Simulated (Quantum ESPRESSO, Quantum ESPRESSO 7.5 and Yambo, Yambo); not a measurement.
## Beyond one shot: Al2O3 (Corundum)

How far does self-consistency move the gap of Al2O3 (Corundum)?

Program: Quantum ESPRESSO 7.5 and Yambo 5.3.0. Level of theory: PBE and many-body steps on it, plane waves. Results are calculated unless marked as measured.

**The experiments to reproduce.**

- Gap 8.7 eV: optical band gap of host from absorption; optical absorption, quoted from earlier work; bulk crystal (high-purity reference sample) (quoted in “Multi-petahertz electron interference in Cr:Al2O3 solid-state material”, 2018, pmc:5906618).

### Step 1. The starting structure

The structure is trigonal, space group R-3c (No. 167). The conventional cell has a = 4.760 Å, b = 4.760 Å, c = 12.996 Å, α = 90.00°, β = 90.00°, γ = 120.00°. Al has 6 O at 1.85 to 1.97 Å nearest. O has 4 Al at 1.85 to 1.97 Å nearest. Farther neighbours and most contacts between anions are not listed.

The cell and positions come from the Crystallography Open Database and are kept as given unless a step says otherwise.

### Step 2. Empty states on the mesh, 4×4×4 mesh, 82 bands

This step: Quantum ESPRESSO 7.5; DFT, PBE, plane waves, norm-conserving pseudopotentials.

The sums over transitions need many empty states on a uniform mesh; this step solves for them.

File pw.in:

```
&control
  calculation = 'nscf'
  prefix = 'x'
  outdir = 'o'
  pseudo_dir = 'pseudo'
/
&system
  ibrav = 0
  nat = 10
  ntyp = 2
  ecutwfc = 72.0
  nbnd = 82
  force_symmorphic = .true.
/
&electrons
  conv_thr = 1e-9
  electron_maxstep = 80
  diago_full_acc = .true.
  diago_thr_init = 5e-6
/
ATOMIC_SPECIES
  Al 26.982 Al.upf
  O 15.999 O.upf
CELL_PARAMETERS angstrom
  2.3802500000 1.3742379782 4.3318666667
  -2.3802500000 1.3742379782 4.3318666667
  -0.0000000000 -2.7484759565 4.3318666667
ATOMIC_POSITIONS crystal
  Al 0.3521600000 0.3521600000 0.3521600000
  Al 0.1478400000 0.1478400000 0.1478400000
  Al 0.6478400000 0.6478400000 0.6478400000
  Al 0.8521600000 0.8521600000 0.8521600000
  O 0.5566800000 0.9433200000 0.2500000000
  O 0.2500000000 0.5566800000 0.9433200000
  O 0.9433200000 0.2500000000 0.5566800000
  O 0.4433200000 0.0566800000 0.7500000000
  O 0.7500000000 0.4433200000 0.0566800000
  O 0.0566800000 0.7500000000 0.4433200000
K_POINTS automatic
  4 4 4 0 0 0
```

Launch:

```console
> OMP_NUM_THREADS=1 mpirun -n 8 pw.x -nk 4 -in pw.in > pw.out
```

What it wrote:

```text
Program PWSCF v.7.5 starts

     This program is part of the open-source Quantum ESPRESSO suite
     for quantum simulation of materials; please cite
         "P. Giannozzi et al., J. Phys.:Condens. Matter 21 395502 (2009);
         "P. Giannozzi et al., J. Phys.:Condens. Matter 29 465901 (2017);
         "P. Giannozzi et al., J. Chem. Phys. 152 154105 (2020);
     in publications or presentations arising from this work. More details at

     Atomic positions and unit cell read from directory:
     o/x.save/

     Message from routine setup:
[...]
46.5272  47.0675

          k = 0.0000 0.6222-0.1974 (  5936 PWs)   bands (ev):

[...]
37.6932  37.6932  38.7893  38.7893  40.3730  40.3730  40.5384  40.5384
    42.9313  42.9314  43.3330  43.3330  44.7271  44.7271  45.6981  45.6982
    46.0589  46.0589

          k =-0.2694-0.1555 0.1974 (  5916 PWs)   bands (ev):

     [... further k-points ...]

     highest occupied, lowest unoccupied level (ev):     7.7188   13.9851

     XML data file, pseudopotentials, collected wavefunctions

=------------------------------------------------------------------------------=
   JOB DONE.
=------------------------------------------------------------------------------=
```

It took 12 s on 8 MPI ranks of Arm Neoverse V2, shared host; peak memory 0.59 GiB.

Numbers from this step:

* gap: 6.266 eV
* k of the valence top: 0, 0, 0
* k of the conduction bottom: 0, 0, 0
* least direct gap: 6.266 eV
* k points computed: 14
* lowest point of the top converged band, above the valence top: 38.34 eV

On this mesh the gap is 6.266 eV.

The density comes from a self-consistent run that is not shown.

### Step 3. Conversion and set-up

This step: Yambo 5.3.0; conversion and set-up on PBE, plane waves, norm-conserving pseudopotentials.

The states are converted to the many-body program's format and the q mesh is built.

Launch:

```console
> (cd o/x.save; p2y > p2y.log; mv SAVE ../..); yambo > setup.log
```

What it wrote:

```text
 Yambo, version 5.3.0

 [02] CORE Variables Setup
 =========================

  [02.01] Unit cells
  ==================

  Cell kind             :  Unknown
  Atoms in the cell     :  Al  O
  number of Al atoms    :   4
  number of O  atoms    :   6

  List of atomic masses
  Mass of Al    :  26.98200
  Mass of O     :  15.99900

  List of atomic coordinates    : [cc]
  Al1       :  0.35418E-16 -0.66549E-10   8.6484      order 1
  Al2       : -0.25722E-16 -0.27938E-10   3.6307      order 2
  Al3       :  0.25306E-15 -0.12242E-09   15.910      order 3
[...]
Q [ 1]         [rlu]:  0.000000  0.000000  0.000000
 Q [ 2]         [rlu]: -0.13482E-16 -0.27360E-16  0.25000
 Q [ 3]         [rlu]:  0.26965E-16  0.54720E-16 -0.50000
[...]
Q [ 8]         [rlu]:  0.250000  0.250000  0.250000
 Q [ 9]         [rlu]:  0.250000  0.250000  0.500000
 Q [10]         [rlu]:  0.250000  0.250000 -0.250000
 Q [11]         [rlu]:  0.250000  0.500000  0.500000
 Q [12]         [rlu]:  0.250000  0.500000  0.750000
 Q [13]         [rlu]: -0.500000 -0.500000 -0.500000
 Q [14]         [rlu]: -0.25000      0.44742E-17 -0.50000

  [03.01] X indexes
  =================

   [03.01.01] Sigma indexes
   ========================

 [06] Game Over & Game summary
```

The job ended after 2.4 s (1 MPI rank; peak memory 0.25 GiB).

### Step 4. G0W0

Now the one-shot GW correction: screening in the RPA, then the self-energy of the levels asked for.

This step: G0W0 on PBE, plane waves, norm-conserving pseudopotentials.

File gw1.in:

```
HF_and_locXC
gw0
dyson
ppa
em1d
rim_cut
RandQpts= 1000000
RandGvec= 1 RL
EXXRLvcs= 72 Ry
VXCRLvcs= 288 Ry
Chimod= "HARTREE"
% BndsRnXp
 1 | 82 |
%
NGsBlkXp= 5.5 Ry
% LongDrXp
 1 | 1 | 1 |
%
% GbndRnge
 1 | 82 |
%
DysSolver= "n"
ExtendOut
PPAPntXp= 27.21138 eV
% QPkrange
 1 | 1 | 23 | 26 |
%
```

Launch:

```console
> OMP_NUM_THREADS=2 mpirun -n 4 yambo -F gw1.in -J gw1 -C gw1 > gw1.log
```

What it wrote:

```text
 Yambo, version 5.3.0

 [02] CORE Variables Setup
 =========================

  [... cell, symmetries and grids as in the set-up ...]

  [02.05] Energies & Occupations
  ==============================

  [X] === General ===
  [X] Electronic Temperature                        :  0.000000  0.000000 [eV K]
  [X] Bosonic    Temperature                        :  0.000000  0.000000 [eV K]
  [X] Finite Temperature mode                       : no
  [X] El. density                                   :  0.56459E+24 [cm-3]
  [X] Fermi Level                                   :  7.718764 [eV]

  [X] === Gaps and Widths ===
  [X] Conduction Band Min                           :  6.266285 [eV]
  [X] Valence Band Max                              :  0.000000 [eV]
  [X] Filled Bands                                  :  24
  [X] Empty Bands                                   :   25   82
  [X] Direct Gap                                    :  6.266285 [eV]
  [X] Direct Gap localized at k                     :  1
  [X] Indirect Gap                                  :  6.266285 [eV]
  [X] Indirect Gap between kpts                     :  1  1
  [X] Last valence band width                       :  0.549060 [eV]
  [X] 1st conduction band width                     :  3.582157 [eV]

 [03] Transferred momenta grid and indexing
 ==========================================

 IBZ Q-points                                      :  14
 BZ  Q-points                                      :   64

 K/Q-points units:
 rlu = crystal or reduced units; cc = cartesian coordinates; iku = interal k-units

 Q [ 1]         [rlu]:  0.000000  0.000000  0.000000
 Q [ 2]         [rlu]: -0.13482E-16 -0.27360E-16  0.25000
 Q [ 3]         [rlu]:  0.26965E-16  0.54720E-16 -0.50000
 Q [ 4]         [rlu]:  0.86127E-17  0.25000      0.25000
 Q [ 5]         [rlu]: -0.12880E-16  0.25000      0.50000
 Q [ 6]         [rlu]: -0.15111E-16  0.25000     -0.25000
 Q [ 7]         [rlu]:  0.11061E-15 -0.50000     -0.50000
 Q [ 8]         [rlu]:  0.250000  0.250000  0.250000
 Q [ 9]         [rlu]:  0.250000  0.250000  0.500000
 Q [10]         [rlu]:  0.250000  0.250000 -0.250000
 Q [11]         [rlu]:  0.250000  0.500000  0.500000
 Q [12]         [rlu]:  0.250000  0.500000  0.750000
 Q [13]         [rlu]: -0.500000 -0.500000 -0.500000
 Q [14]         [rlu]: -0.25000      0.44742E-17 -0.50000

 [04] Coloumb potential Random Integration (RIM)
 ===============================================

  [04.01] RIM initialization
  ==========================

  * Diagonal components only detected *

  8 x (sBL volume)        :  0.054043 [a.u.]
  sBZ random points       :  1000000
  Points outside the sBZ  :   7967396
  RL volume               :  0.432347 [a.u.]
  Integrated volume       :  0.434116 [a.u.]

  [04.02] RIM integrals
  =====================

  Gamma point sphere radius             :  0.068580 [a.u.]
  Points outside the sphere             :   800626
  [Int_sBZ(q=0) 1/q^2]*(Vol_sBZ)^(-1/3) =:  7.770918
                                 should be <:  7.795600

  Summary of Coulomb integrals for non-metallic bands |Q|[au] RIM/Bare

  Q [1] 0.100000E-4 0.996834 * Q [8] 0.191887 1.041586
  Q [2] 0.211524 1.077508 * Q [4] 0.238781 1.069714
  Q [9] 0.325746 1.027742 * Q [6] 0.349219 1.032846
  Q [11] 0.378062 1.020848 * Q [13] 0.383774 1.015523
  Q [5] 0.398466 1.024401 * Q [14] 0.398466 1.024201
  Q [10] 0.408285 1.024609 * Q [3] 0.423049 1.022144
  Q [7] 0.477561 1.017329 * Q [12] 0.518880 1.013830

 [05] Dipoles
 ============

  [05.01] Setup: observables and procedures
  =========================================

  [WARNING] [x,Vnl] slows the Dipoles computation. To neglect it rename the ns.kb_pp file

 [06] Dynamic Dielectric Matrix (PPA)
 ====================================

 [WR./gw1//ndb.pp]---------------------------------------------------------------
  Brillouin Zone Q/K grids (IBZ/BZ)                :   14   64   14   64
  RL vectors                                       :   7193 [WF]
  Coulomb cutoff potential                         : none
  Electronic Temperature                           :  0.000000 [K]
  Bosonic    Temperature                           :  0.000000 [K]
  PPA    diel. fun.  energies                      : Perdew, Burke & Ernzerhof(X)+Perdew, Burke & Ernzerhof(C)
  wavefunctions                                    : Perdew, Burke & Ernzerhof(X)+Perdew, Burke & Ernzerhof(C)
  Global Gauge                                     : length
  X matrix size                                    :  157
  X band range                                     :    1   82
  X e/h energy range                               : -1.000000 -1.000000 [eV]
  X Time ordering                                  : R
  X Hxc Kernel                                     : HARTREE
  X Drude frequency                                :  0.000000  0.000000
  X poles                                          :  100.0000 [o/o]
  RL vectors in the sum                            :   7193
  [r,Vnl] included                                 : yes
  Field direction                                  :  0.577350E-5  0.577350E-5  0.577350E-5
  BZ energy Double Grid                            : no
  BZ energy DbGd points                            : 0
  BZ Q point size factor                           : -1.000000
  X Optical Averaged directions                    : none

 [07] Local Exchange-Correlation + Non-Local Fock
 ================================================

 [VXC] Plane waves :   47361
 [EXS] Plane waves :   5903

 QP @ state[ 1 ] K range:  1  1
 QP @ state[ 1 ] b range:  23  26

 [xc] Functional : Perdew, Burke & Ernzerhof(X)+Perdew, Burke & Ernzerhof(C)
 [xc] LIBXC used to calculate xc functional
  PP Number of Atomic Species                      :  2
  NLCC RL compoments                               :   47361
  PP Number of Atomic Species                      :  2
  NLCC RL compoments                               :   47361

 [xc] E_xc :  -25.09482 [Ha]
      E_xc :  -50.18965 [Ry]

  Local XC kind (lXC) : Perdew, Burke & Ernzerhof(X)+Perdew, Burke & Ernzerhof(C)
  Non-Local XC kind (nlXC) : Hartree-Fock

  Corrections @ K [1] :  [eV]
 <23|nlXC|23> = -25.96451  0.11361E-16 <23|lXC|23> = -20.46730 -0.18882E-15
 <24|nlXC|24> = -25.83752  0.20004E-16 <24|lXC|24> = -20.39748 -0.94408E-16
 <25|nlXC|25> = -8.925502 -0.35359E-18 <25|lXC|25> = -13.77893 -0.56645E-15
 <26|nlXC|26> = -6.122223  0.62904E-18 <26|lXC|26> = -11.42353 -0.56645E-15

 [08] Dyson equation: Newton solver
 ==================================

  [08.01] G0W0 (W PPA)
  ====================

  [  GW  ] Bands range     :    1   82
  [GW/PPA] G damping       :  0.100000 [eV]

  QP @ state[ 1 ] K range:  1  1
  QP @ state[ 1 ] b range:  23  26

   Sc/G bands                                       :    1   82
   Sc/G damping                                     :  0.100000 ev
   Sc bands terminator                              : no
   Sx RL components                                 :   5903

   QP @ state[ 1 ] K range                          :  1  1
   QP @ state[ 1 ] b range                          :  23  26
   GF energies kind                                 : Perdew, Burke & Ernzerhof(X)+Perdew, Burke & Ernzerhof(C)
   GF WF`s kind                                     : Perdew, Burke & Ernzerhof(X)+Perdew, Burke & Ernzerhof(C)
   Xs energies kind                                 : Perdew, Burke & Ernzerhof(X)+Perdew, Burke & Ernzerhof(C)
   Xs WF`s kind                                     : Perdew, Burke & Ernzerhof(X)+Perdew, Burke & Ernzerhof(C)

 [11] Game Over & Game summary
```

It took 67 s on 4 MPI ranks; peak memory 3.2 GiB; 8.4 min of CPU time.

Numbers from this step:

```
G0W0 gap on the points computed              : 8.380 eV
starting gap on the mesh                     : 6.266 eV
k of the valence top                         : 0, 0, 0
k of the conduction bottom                   : 0, 0, 0
least direct G0W0 gap on the computed points : 8.380 eV
Z at the valence top                         : 0.8218
Z at the conduction bottom                   : 0.8593
```

The gap on the mesh goes from 6.27 eV to 8.38 eV, a correction of +2.11 eV.

### Step 5. evGW0, cycle 1

This step: evGW0 on PBE, plane waves, norm-conserving pseudopotentials.

gw3.in, as its differences from gw1.in of step 4:

```diff
@@ -25,3 +25,4 @@
 % QPkrange
- 1 | 1 | 23 | 26 |
+ 1 | 14 | 22 | 27 |
 %
+GfnQPdb= "E < ./gw2/ndb.QP"
```

Launch:

```console
> OMP_NUM_THREADS=2 mpirun -n 4 yambo -F gw3.in -J gw3,gw1_W -C gw3 > gw3.log
```

What it wrote:

```text
 Yambo, version 5.3.0

 [02] CORE Variables Setup
 =========================

  [... cell, symmetries and grids as in the set-up ...]

  [02.05] Energies & Occupations
  ==============================

  [X] === General ===
  [X] Electronic Temperature                        :  0.000000  0.000000 [eV K]
  [X] Bosonic    Temperature                        :  0.000000  0.000000 [eV K]
  [X] Finite Temperature mode                       : no
  [X] El. density                                   :  0.56459E+24 [cm-3]
  [X] Fermi Level                                   :  7.718764 [eV]

  [X] === Gaps and Widths ===
  [X] Conduction Band Min                           :  6.266285 [eV]
  [X] Valence Band Max                              :  0.000000 [eV]
  [X] Filled Bands                                  :  24
  [X] Empty Bands                                   :   25   82
  [X] Direct Gap                                    :  6.266285 [eV]
  [X] Direct Gap localized at k                     :  1
  [X] Indirect Gap                                  :  6.266285 [eV]
  [X] Indirect Gap between kpts                     :  1  1
  [X] Last valence band width                       :  0.549060 [eV]
  [X] 1st conduction band width                     :  3.582157 [eV]

 [03] Transferred momenta grid and indexing
 ==========================================

 IBZ Q-points                                      :  14
 BZ  Q-points                                      :   64

 K/Q-points units:
 rlu = crystal or reduced units; cc = cartesian coordinates; iku = interal k-units

 Q [ 1]         [rlu]:  0.000000  0.000000  0.000000
 Q [ 2]         [rlu]: -0.13482E-16 -0.27360E-16  0.25000
 Q [ 3]         [rlu]:  0.26965E-16  0.54720E-16 -0.50000
[...]
[G+QP] Direct Gap localized at k                  :  1
  [G+QP] Indirect Gap                               :  8.379763 [eV]
  [G+QP] Indirect Gap between kpts                  :  1  1
  [G+QP] Last valence band width                    :  0.775611 [eV]
  [G+QP] 1st conduction band width                  :  4.018436 [eV]

  [coarse-grid] Minimum Bare Gap        [ev]:  6.266285
  [coarse-grid] Minimum Gap Correction  [ev]:  2.113478

  Eqp @ K [ 1]
  -24.29037 -21.33666 -20.98333 -20.98333 -20.58185 -20.58185  -8.75560  -7.49104
  -7.050824 -7.050824 -5.626424 -5.503498 -5.503498 -4.230979 -3.780802 -1.863565
  -1.863565 -1.693565 -1.693564 -0.672936 -0.672936 -0.101860 -0.101897  0.000000
[...]
Eqp @ K [ 2]
[...]
Eqp @ K [ 3]
[...]
Eqp @ K [ 8]
[...]
Eqp @ K [ 9]
[...]
[... 19 further rows ...]
   15.61272  16.15571  16.39769  16.75142  17.55487  17.78753  17.97648  18.52149
   18.72213  18.94967  19.82893  20.86663  20.92916  22.65129  23.07272  23.48738

 [07] Dipoles
 ============

  [07.01] Setup: observables and procedures
  =========================================

 [08] Dynamic Dielectric Matrix (PPA)
 ====================================

   Sc/G bands                                       :    1   82
   Sc/G damping                                     :  0.100000 ev
   Sc bands terminator                              : no
   Sx RL components                                 :   5903

   QP @ state[ 1 ] K range                          :   1  14
   QP @ state[ 1 ] b range                          :  22  27
   GF energies kind                                 : Perdew, Burke & Ernzerhof(X)+Perdew, Burke & Ernzerhof(C)+ E < ./gw2/ndb.QP + @E Fit
   GF WF`s kind                                     : Perdew, Burke & Ernzerhof(X)+Perdew, Burke & Ernzerhof(C)
   Xs energies kind                                 : Perdew, Burke & Ernzerhof(X)+Perdew, Burke & Ernzerhof(C)
   Xs WF`s kind                                     : Perdew, Burke & Ernzerhof(X)+Perdew, Burke & Ernzerhof(C)

 [13] Game Over & Game summary
```

Wall time 2.6 min (4 MPI ranks); peak memory 3.4 GiB; 19 min of CPU time.

Numbers from this step:

```yaml
quasiparticle_gap_on_the_mesh: 8.674 eV
gap_of_the_density_functional_on_the_mesh: 6.266 eV
k_of_the_valence_top: 0, 0, 0
k_of_the_conduction_bottom: 0, 0, 0
least_direct_quasiparticle_gap_on_the_computed_points: 8.674 eV
z_at_the_valence_top: 0.8278
z_at_the_conduction_bottom: 0.8763
```

Against G0W0 in Yambo (4×4×4 mesh, 82 bands, screening to 74.8 eV, Godby-Needs plasmon pole), the gap moves by +0.295 eV.

The program's own table gives 8.936 eV, which is too large where the input levels are shifted: this version takes Σc at the unshifted level E₀, yet steps from the shifted one. The value above is the Newton step from E₀, E₀ + Z(Σc + Σx − Vxc), rebuilt from the printed columns.

### Step 6. evGW0, cycle 2

The corrected levels of the last cycle go back in.

gw4.in, as its differences from gw3.in of step 5:

```diff
@@ -27,2 +27,2 @@
 %
-GfnQPdb= "E < ./gw2/ndb.QP"
+GfnQPdb= "E < ./gw3_fix/ndb.QP"
```

Launch:

```console
> OMP_NUM_THREADS=2 mpirun -n 4 yambo -F gw4.in -J gw4,gw1_W -C gw4 > gw4.log
```

What it wrote:

```text
 Yambo, version 5.3.0

 [02] CORE Variables Setup
 =========================

  [... cell, symmetries and grids as in the set-up ...]

  [02.05] Energies & Occupations
  ==============================

  [X] === General ===
  [X] Electronic Temperature                        :  0.000000  0.000000 [eV K]
  [X] Bosonic    Temperature                        :  0.000000  0.000000 [eV K]
  [X] Finite Temperature mode                       : no
  [X] El. density                                   :  0.56459E+24 [cm-3]
[...]
Sx RL components                                 :   5903

   QP @ state[ 1 ] K range                          :   1  14
   QP @ state[ 1 ] b range                          :  22  27
   GF energies kind                                 : Perdew, Burke & Ernzerhof(X)+Perdew, Burke & Ernzerhof(C)+ E < ./gw2/ndb.QP + @E Fit+ E < ./gw3_fix/
   GF WF`s kind                                     : Perdew, Burke & Ernzerhof(X)+Perdew, Burke & Ernzerhof(C)
   Xs energies kind                                 : Perdew, Burke & Ernzerhof(X)+Perdew, Burke & Ernzerhof(C)
   Xs WF`s kind                                     : Perdew, Burke & Ernzerhof(X)+Perdew, Burke & Ernzerhof(C)

 [13] Game Over & Game summary
```

The job ended after 2.6 min (4 MPI ranks; peak memory 3.4 GiB; 19 min of CPU time).

This step gave:

```
quasiparticle gap on the mesh                         : 8.711 eV
gap of the density functional on the mesh             : 6.266 eV
k of the valence top                                  : 0, 0, 0
k of the conduction bottom                            : 0, 0, 0
least direct quasiparticle gap on the computed points : 8.711 eV
```

Against the cycle before, the gap moves by +0.036 eV.

The program's own table gives 9.003 eV, which is too large where the input levels are shifted: this version takes Σc at the unshifted level E₀, yet steps from the shifted one. The value above is the Newton step from E₀, E₀ + Z(Σc + Σx − Vxc), rebuilt from the printed columns.

[end of part 1 of 2]

[Paths, hosts, dates, memory and timing lines, banners, echoed tables and standing remarks are left out of the program output.]

[Logs are printed without paths, hosts, clocks, repeated set-up lines and the standing remarks that a program may print on its own settings, such as how far it seeks lower states.]

[Runs of the session that timed out or met a known fault of the program may be left out.]

[Hosts, paths, dates, database ids (printed as entryN), source tags and the programs' standing remarks are cut or masked in the printed files.]
